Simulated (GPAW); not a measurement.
# Foreign atoms in a Ge chain: which ones block the current?

One atom thick, a chain of Ge offers 3 channels a spin at the Fermi level. How much of the current survives when a foreign atom sits in the chain or at its side?

**Method.** GPAW 26.7.0 in a basis of numerical atomic orbitals with PAW setups; lead and junction are solved self-consistently in repeated cells 9 Å or more across, their Hamiltonian and overlap matrices go into Green's functions with semi-infinite leads (ASE), and T is the Landauer transmission at zero bias, at the junction cell's Fermi level, for one spin or as the mean of both where a run is spin-polarised. Basis dzp and PBE unless a column says otherwise. The structures were built from estimated bond lengths and not relaxed.

Results:

```
atom                              place  T, dzp  T, minimal basis
  Pd           on top of one chain atom    2.86              2.88
  Si           on top of one chain atom    2.62               2.6
  Se  in line, replacing one chain atom    2.56              2.58
  Pt           on top of one chain atom     2.5              2.53
  Au                    beside one bond     2.5              2.49
  Cl           on top of one chain atom       2              2.09
   P           on top of one chain atom    1.93              2.02
  Cl                        two in line    1.65              1.45
  Se                    beside one bond     1.1              1.14
  Li  in line, replacing one chain atom   0.151              0.11
```

What this shows: T at the Fermi level runs from 2.86 (Pd on top) down to 0.151 (Li in line), against 3 open channels a spin in the clean chain. Where one element stands in both places: Se gives 2.56 in line and 1.1 beside a bond. A side atom can block as much as one in line, when one of its levels lies near the Fermi level and interferes with the direct path. The minimal basis misses the dzp value by a median factor of 1.02 and by 1.4 at worst, to be set beside the factor of 18.9 between the ends of the table.

What the numbers leave out: An evenly spaced straight chain is an idealisation of an electrode: free chains dimerise or zigzag, and their density of states has sharper edges than a bulk metal's. Once the lead is aligned to the junction's end layer, its own Fermi level lies within 0.05 eV of the zero used here in the dzp runs. No run was spin-polarised, so magnetic states weren't tested. Spin-orbit coupling is left out, which matters for the heavier atoms here. Element, place and number of foreign atoms change together from row to row, so the order can't be credited to the element alone. T at one energy can sit on the flank of a resonance and move with small shifts of the Fermi level. Junctions whose dzp lead is shut at the Fermi level or whose end layer misses the lead by over 0.25 eV were left out, as were H in line (its neighbours overlap directly) and, where atoms were relaxed, moves over 0.6 Å, which change the site.

[Logs are printed without paths, hosts, clocks, repeated set-up lines and the standing remarks that a program may print on its own settings, such as how far it seeks lower states.]
